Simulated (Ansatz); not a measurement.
**MgRh (Pm-3m): phonons along a line and the smearing**

Does MgRh (Pm-3m) have a Kohn anomaly or a soft branch that a wide smearing hides?

Method: DFT PBEsol, scalar-relativistic, plane waves, PAW, in Ansatz 0.2.0.

## (1) The starting structure

The structure is cubic, space group Pm-3m (No. 221). The conventional cell has a = 3.099 Å, b = 3.099 Å, c = 3.099 Å, α = 90.00°, β = 90.00°, γ = 90.00°. Nearest to Mg lie 8 Rh at 2.68 Å. Nearest to Rh lie 8 Mg at 2.68 Å. Farther neighbours are not listed.

## (2) Relaxing cell and atoms

Lattice constant and positions set the bands and the force constants, so the cell is relaxed first.

File input.yaml:

```yaml
crystal:
  lattice:
    - [3.0992, 0.0, 0.0]
    - [0.0, 3.0992, 0.0]
    - [0.0, 0.0, 3.0992]
  atoms:
    - { symbol: Mg, position: [0.0, 0.0, 0.0] }
    - { symbol: Rh, position: [0.5, 0.5, 0.5] }
kpoints:
  mp_grid: { grid: [10, 10, 10] }
hamiltonian:
  xc: pbesol
scf:
  occupations: { method: gaussian, width: 0.1 }
output:
  forces: true
  stress: true
  eigenvalues: true
relax:
  adjacent_minimum: "off"
  f_tol: 0.005
  max_steps: 80
  cell: { stress_tol: 0.05 }
```

The run is started by

```console
ansatz run input.yaml --threads 4 --pin off --max-ram 8192MiB --backend cpu --events-out ev --progress --plain --runs-dir out
```

Numbers of over 12 decimals in the logs are rounded to 6 here.

The program printed:

```text
[the first part of the log is left out]
  E_xc         = -250.306015
  E_vxc        = -316.498262  (∫ρ·V_xc dr)
  E_paw        = -3805.802762  (= ΣΔE_a)
  E_vpaw       = -299.214815  (= ΣTr[D̂ρ^β])
  E_aug_tail   = 0.000851  (compensation charges beyond the density's cutoff)
  E_ewald      = -3214.134671
  E_core_change = 0.335062  (= ΣΔE_core)
  E_smearing   = -0.005930  (= −TS)
  E_closure    = -0.000000  (closes the sum)
  Σ components = -8251.557141   (vs F -8251.557141, Δ=0.00e0)
--- Forces (eV/Å), atoms counted from 1 ---
  atom   1  Mg     0.00000000    -0.00000000     0.00000000
  atom   2  Rh     0.00000000    -0.00000000     0.00000000
  max |Σ_I F_I| component: 6.48e-30 eV/Å
--- Stress (GPa, compression-positive) ---
       -0.005555      -0.000000      -0.000000
       -0.000000      -0.005555       0.000000
       -0.000000       0.000000      -0.005555
  P = ⅓ Tr σ = -0.0056 GPa (-0.056 kbar)
--- Band table (eV; the first three rows and the last of 56) ---
  k-point 0: bands = ["-63.1529", "-59.4806", "-31.0661", "-31.0661", "-31.0661", "-26.4175", "-26.4175", "-26.4175", "6.9743", "11.0722", "11.0722", "13.8636", "13.8636", "13.8636", "22.4425", "22.4425", "22.4425", "25.6208"]
  k-point 1: bands = ["-63.1522", "-59.4804", "-31.0753", "-31.0651", "-31.0651", "-26.4206", "-26.4176", "-26.4176", "7.1537", "11.1169", "11.1561", "13.7430", "13.7430", "13.8771", "21.2612", "22.7051", "22.7051", "25.3785"]
  k-point 2: bands = ["-63.1506", "-59.4802", "-31.0993", "-31.0625", "-31.0625", "-26.4288", "-26.4180", "-26.4180", "7.6708", "11.2374", "11.3686", "13.4497", "13.4497", "13.9128", "19.3174", "23.4126", "23.4126", "24.7715"]
  k-point 55: bands = ["-63.1339", "-59.4758", "-31.1423", "-31.1423", "-31.1423", "-26.4446", "-26.4446", "-26.4446", "10.8893", "10.8893", "10.8893", "14.8122", "14.8122", "18.6552", "18.6552", "18.6552", "21.6482", "23.3392"]
--- Relaxed structure (3 steps of the walk, 3 accepted, 1 SCFs on fresh bases) ---
  F+E_penalty+E_count = -8251.55714149 eV   max|allowed force component| = 3.073e-30 eV/Å   (the final SCF, on the basis selected at the relaxed cell)
  cell:  # Å, volume = 29.3073 Å³
    - [3.083131, 0, 0]
    - [0, 3.083131, 0.0]
    - [0.0, 0.0, 3.083131]
  atoms:
    - { symbol: Mg, position: [0, 0, 0] }
    - { symbol: Rh, position: [0.5, 0.5, 0.5] }
```

The job ended after 2.5 s (4 threads of Arm Neoverse V1, shared host; peak memory 0.32 GiB; 8.1 s of CPU time).

The steps of the relaxation:

```
step  energy less that of the first step (eV)  largest force component (eV/Å)  pressure (GPa)  volume (Å³)
   1                                   0.0000                          0.0000           -1.93        29.77
   2                                  -0.0029                          0.0000            0.32        29.23
   3                                  -0.0029                          0.0000           -0.01        29.31
   4                                  -0.0028                          0.0000           -0.01        29.31
```

The log counts 1 steps on a newly chosen plane-wave basis, not all of them marked here; energy and pressure can jump at such steps.

```
conventional cell, symmetrised  before  after  change
                         a (Å)   3.099  3.083  -0.5 %
                         b (Å)   3.099  3.083  -0.5 %
                         c (Å)   3.099  3.083  -0.5 %
              volume (Å³/atom)   14.88  14.65  -1.5 %
```

Final coordinates:

```xyz
2
Lattice="3.0831 0.0000 0.0000 0.0000 3.0831 0.0000 0.0000 0.0000 3.0831" Properties=species:S:1:pos:R:3 pbc="T T T"
Mg    0.0000    0.0000    0.0000
Rh    1.5416    1.5416    1.5416
```

Numbers from this step:

```
pressure          : -0.005555 GPa
volume per atom   : 14.65 Å³
metallic on mesh  : yes
gap on the k-mesh : 0 eV
```

The largest force is now zero by symmetry and the largest stress component 0.0056 GPa, small enough for phonons.

## (3) Wavevectors along a line: Fermi–Dirac smearing of 0.1 eV

Each wavevector is solved by itself, so no interpolation smooths a dip of the branch.

File input.yaml:

```yaml
crystal:
  lattice:
    - [3.0831309434, 0.0, 0.0]
    - [0.0, 3.0831309434, 0.0]
    - [0.0, 0.0, 3.0831309434]
  atoms:
    - { symbol: Mg, position: [0.0, 0.0, 0.0] }
    - { symbol: Rh, position: [0.5, 0.5, 0.5] }
kpoints:
  mp_grid: { grid: [16, 16, 16] }
hamiltonian:
  xc: pbesol
scf:
  occupations: { method: fermi_dirac, width: 0.1 }
output:
  eigenvalues: true
phonons:
  method: dfpt
  qpoints:
    - [0, 0, 0]
    - [0.0, 0.0625, 0.0]
    - [0.0, 0.1875, 0.0]
    - [0.0, 0.3125, 0.0]
    - [0.0, 0.4375, 0.0]
```

The program printed:

```text
[...]
Crystal: 2 atoms, lattice volume = 29.307 Å³
Basis set: ecut = 420 eV, 587 PW (Γ), exchange–correlation on 48×48×48 points (8 copies of the dense FFT grid, shifted against one another)
Bands: 18, of which v1, the nominal top of the filled ones, is band 14 counted from 1 (13 counted from 0)
Symmetry: 48 space group operations
k-points: 165 of 4096
[...]
SCF iter   1: F=—  HF=-8251.580759 eV  |F-HF|=—  |Δ(HF+E_count)|=         —  Δρ=6.34e-3  dr2=1.01e-2  ethr=1.77e-3  ⟨swp⟩=5.0  Hψ=12837  notcnv=0
[...]
SCF iter   8: F=-8251.579195 eV  HF=-8251.579195 eV  |F-HF|=3.64e-12  |Δ(HF+E_count)|=  1.82e-12  Δρ=1.43e-8  dr2=4.64e-14  ethr=1.00e-12  ⟨swp⟩=5.2  Hψ=11367  notcnv=0
SCF 1 converged in 8 iterations: F = -8251.579195 eV  dr2 = 4.64e-14
[...]
NSCF: frozen V_eff on 165 k-points
WARN: eigensolver did not converge in 6 slots of this pass, the one above among them; of largest residual over every band (k=42): 1 band(s) unlocked (lowest unlocked band 17, counted from 0; max residual 2.71e-4 eV among the unlocked bands, 2.71e-4 eV over every band); of lowest unlocked band (k=39): band 17
[...]
DFPT response loops at q = (0, 0, 0) (fractional): preconditioner auto → Kerker (q_TF=auto, 2.691 Å⁻¹) (partly filled bands, converged f_vac=0.000); β = 1.00, the filter's whole step (`scf.mixing.beta` (0.50) is not read by the response loops under this deck's `scf.mixing.preconditioner`; to damp them name `kerker` or `kerker_dos`, under which they read `scf.mixing.beta`, and type it under 1.00, their step now; both keys bind the ground state too); Broyden in place of MSR1
[...]
SCF converged after 8 iterations
Free energy (F): -8251.579195 eV
[...]
Internal energy: -8251.533934 eV  (E = F + TS)
E sigma→0 (E₀):  -8251.556564 eV
Entropy (-TS):   -0.045262 eV (-22.631 meV/atom)
Fermi energy:    14.073973 eV
[...]
--- Band table (eV; the first three rows and the last of 165) ---
  k-point 0: bands = [... 10 lower, 11.0759, 13.8602, 13.8602, 13.8602, 22.4413, 22.4413, 22.4413, 25.6210]
  k-point 1: bands = [... 10 lower, 11.1094, 13.8115, 13.8115, 13.8656, 21.8995, 22.5456, 22.5456, 25.5235]
  k-point 2: bands = [... 10 lower, 11.2041, 13.6775, 13.6775, 13.8810, 20.7865, 22.8450, 22.8450, 25.2516]
  k-point 164: bands = [... 10 lower, 10.8871, 14.8160, 14.8160, 18.6566, 18.6566, 18.6566, 21.6451, 23.3362]
--- Phonons (Γ-DFPT): 2 representative perturbations + reference (Σ response iterations 7) ---
  ASR residual: 6.808e-5 → 0.000e0 eV/Å²; symmetrization residual: 4.352e-8 eV/Å²
  ASR residual per site (eV/Å²): 1.30e-6 6.81e-5
  Γ frequencies (cm⁻¹): 0.00 0.00 0.00 286.21 286.21 286.21
  non-analytic LO–TO correction: not included (Born effective charges unavailable; polar crystals: no LO–TO splitting at Γ)
--- Phonons (arbitrary-q DFPT): 5 explicit q-points ---
  q = [0, 0, 0] (of the zone-centre solve; hermiticity 1.47e-8, symmetrization 2.03e-12): -0.00 -0.00 0.00 286.21 286.21 286.21
  q = [0, 0.0625, 0] (4 solved perturbations in 4032 linear systems a pass and spin channel, the states on 1296 of 4096 k-point pairs; hermiticity 1.69e-7, symmetrization 3.77e-11): 22.82 22.82 33.41 285.46 285.46 287.20
[...]
sum rule: each row above includes the acoustic sum rule's correction from the zone centre's row sums; it moved no ω² by more than (0.42 cm⁻¹)²
```

It took 3.5 min on 4 threads; peak memory 1.8 GiB; 14 min of CPU time.

Reading the cycles: dr2 is the Hartree energy of the density residual (eV), the measure of convergence; HF is the Harris–Foulkes estimate of the energy, which meets the free energy F at convergence.

Each wavevector solved by linear response. Frequency against |q| along the line:

```
|q| along the line (Å⁻¹)  mode 1 = mode 2 (cm⁻¹)  mode 3 (cm⁻¹)  mode 4 = mode 5 (cm⁻¹)  mode 6 (cm⁻¹)
                   0.000                       0              0                     286            286
                   0.127                    22.8           33.4                     285            287
                   0.382                    66.9           88.0                     280            296
                   0.637                     106            122                     270            313
                   0.892                     134            139                     260            326
```

## (4) Wavevectors along a line: Fermi–Dirac smearing of 0.25 eV

Each wavevector is solved by itself, so no interpolation smooths a dip of the branch.

Edit input.yaml of step 3 so:

```diff
@@ -13,3 +13,3 @@
 scf:
-  occupations: { method: fermi_dirac, width: 0.1 }
+  occupations: { method: fermi_dirac, width: 0.25 }
 output:
```

Wider smearing eases the sum over k-points of a metal but moves the result away from its zero-temperature value.

The program printed:

```text
band count auto-derived: 19 (N_el = 27.0; filled up to band 14; 18 by the electrons, moments and atoms)
[...]
Crystal: 2 atoms, lattice volume = 29.307 Å³
Basis set: ecut = 420 eV, 587 PW (Γ), exchange–correlation on 48×48×48 points (8 copies of the dense FFT grid, shifted against one another)
Bands: 19, of which v1, the nominal top of the filled ones, is band 14 counted from 1 (13 counted from 0)
Symmetry: 48 space group operations
k-points: 165 of 4096
[...]
SCF iter   1: F=—  HF=-8251.702938 eV  |F-HF|=—  |Δ(HF+E_count)|=         —  Δρ=1.04e-2  dr2=2.49e-2  ethr=1.77e-3  ⟨swp⟩=4.7  Hψ=12640  notcnv=0
[...]
SCF iter   7: F=-8251.698354 eV  HF=-8251.698354 eV  |F-HF|=3.64e-12  |Δ(HF+E_count)|=  2.91e-11  Δρ=1.32e-7  dr2=2.18e-12  ethr=1.00e-12  ⟨swp⟩=5.8  Hψ=13399  notcnv=0
SCF 1 converged in 7 iterations: F = -8251.698354 eV  dr2 = 2.18e-12
[...]
SCF converged after 7 iterations
Free energy (F): -8251.698354 eV
[...]
Internal energy: -8251.416805 eV  (E = F + TS)
E sigma→0 (E₀):  -8251.557580 eV
Entropy (-TS):   -0.281549 eV (-140.775 meV/atom)
Fermi energy:    14.194805 eV
[...]
--- Band table (eV; the first three rows and the last of 165) ---
  k-point 0: bands = [... 10 lower, 11.0523, 13.8170, 13.8170, 13.8170, 22.4396, 22.4396, 22.4396, 25.6170, ... 1 higher]
  k-point 1: bands = [... 10 lower, 11.0859, 13.7686, 13.7686, 13.8223, 21.8968, 22.5438, 22.5438, 25.5199, ... 1 higher]
  k-point 2: bands = [... 10 lower, 11.1809, 13.6354, 13.6354, 13.8376, 20.7819, 22.8426, 22.8426, 25.2491, ... 1 higher]
  k-point 164: bands = [... 10 lower, 10.8603, 14.7810, 14.7810, 18.6522, 18.6522, 18.6522, 21.6512, 23.3203, ... 1 higher]
[...]
ASR residual: 1.013e-3 → 0.000e0 eV/Å²; symmetrization residual: 9.881e-8 eV/Å²
  ASR residual per site (eV/Å²): 9.11e-5 1.01e-3
  Γ frequencies (cm⁻¹): 0.00 0.00 0.00 288.16 288.16 288.16
[...]
--- Phonons (arbitrary-q DFPT): 5 explicit q-points ---
[...]
```

It took 3.6 min on 4 threads; peak memory 1.8 GiB; 14 min of CPU time.

Each wavevector solved by linear response. Frequency against |q| along the line:

```
|q| along the line (Å⁻¹)  mode 1 = mode 2 (cm⁻¹)  mode 3 (cm⁻¹)  mode 4 = mode 5 (cm⁻¹)  mode 6 (cm⁻¹)
                   0.000                       0              0                     288            288
                   0.127                    23.1           33.0                     287            289
                   0.382                    68.1           87.4                     281            297
                   0.637                     108            121                     271            313
                   0.892                     136            137                     261            326
```

Against step 3 (now smearing width 0.25 eV), the free energy moves by -59.6 meV an atom.

## (5) Phonons along a line: Fermi–Dirac smearing of 0.04 eV

Each wavevector is solved by itself, so no interpolation smooths a dip of the branch.

Edit input.yaml of step 4 so:

```diff
@@ -13,3 +13,3 @@
 scf:
-  occupations: { method: fermi_dirac, width: 0.25 }
+  occupations: { method: fermi_dirac, width: 0.04 }
 output:
```

Narrower smearing comes nearer the zero-temperature value but asks more of the mesh.

The program printed:

```text
[...]
Crystal: 2 atoms, lattice volume = 29.307 Å³
Basis set: ecut = 420 eV, 587 PW (Γ), exchange–correlation on 48×48×48 points (8 copies of the dense FFT grid, shifted against one another)
Bands: 18, of which v1, the nominal top of the filled ones, is band 14 counted from 1 (13 counted from 0)
Symmetry: 48 space group operations
k-points: 165 of 4096
[...]
SCF iter   1: F=—  HF=-8251.561071 eV  |F-HF|=—  |Δ(HF+E_count)|=         —  Δρ=5.56e-3  dr2=6.74e-3  ethr=1.77e-3  ⟨swp⟩=5.4  Hψ=13200  notcnv=0
[...]
SCF iter   8: F=-8251.560171 eV  HF=-8251.560171 eV  |F-HF|=0.00e0  |Δ(HF+E_count)|=  3.64e-11  Δρ=5.35e-8  dr2=4.51e-13  ethr=1.00e-12  ⟨swp⟩=5.6  Hψ=12059  notcnv=0
SCF 1 converged in 8 iterations: F = -8251.560171 eV  dr2 = 4.51e-13
[...]
SCF converged after 8 iterations
Free energy (F): -8251.560171 eV
[...]
Internal energy: -8251.552976 eV  (E = F + TS)
E sigma→0 (E₀):  -8251.556573 eV
Entropy (-TS):   -0.007195 eV (-3.597 meV/atom)
Fermi energy:    14.046308 eV
[...]
--- Band table (eV; the first three rows and the last of 165) ---
  k-point 0: bands = [... 10 lower, 11.0848, 13.8762, 13.8762, 13.8762, 22.4419, 22.4419, 22.4419, 25.6226]
  k-point 1: bands = [... 10 lower, 11.1182, 13.8275, 13.8275, 13.8816, 21.9005, 22.5463, 22.5463, 25.5250]
  k-point 2: bands = [... 10 lower, 11.2127, 13.6931, 13.6931, 13.8971, 20.7882, 22.8460, 22.8460, 25.2526]
  k-point 164: bands = [... 10 lower, 10.8969, 14.8293, 14.8293, 18.6581, 18.6581, 18.6581, 21.6429, 23.3423]
[...]
ASR residual: 3.068e-4 → 0.000e0 eV/Å²; symmetrization residual: 3.705e-9 eV/Å²
  ASR residual per site (eV/Å²): 5.60e-5 3.07e-4
  Γ frequencies (cm⁻¹): 0.00 0.00 0.00 285.46 285.46 285.46
[...]
--- Phonons (arbitrary-q DFPT): 5 explicit q-points ---
[...]
```

The job ended after 3.5 min (4 threads; peak memory 1.7 GiB; 14 min of CPU time).

(Part 1 of 2 ends here.)

[Logs are printed without paths, hosts, clocks, repeated set-up lines and the standing remarks that a program may print on its own settings, such as how far it seeks lower states.]

[Hosts, paths, dates, database ids (printed as entryN), source tags and the programs' standing remarks are cut or masked in the printed files.]
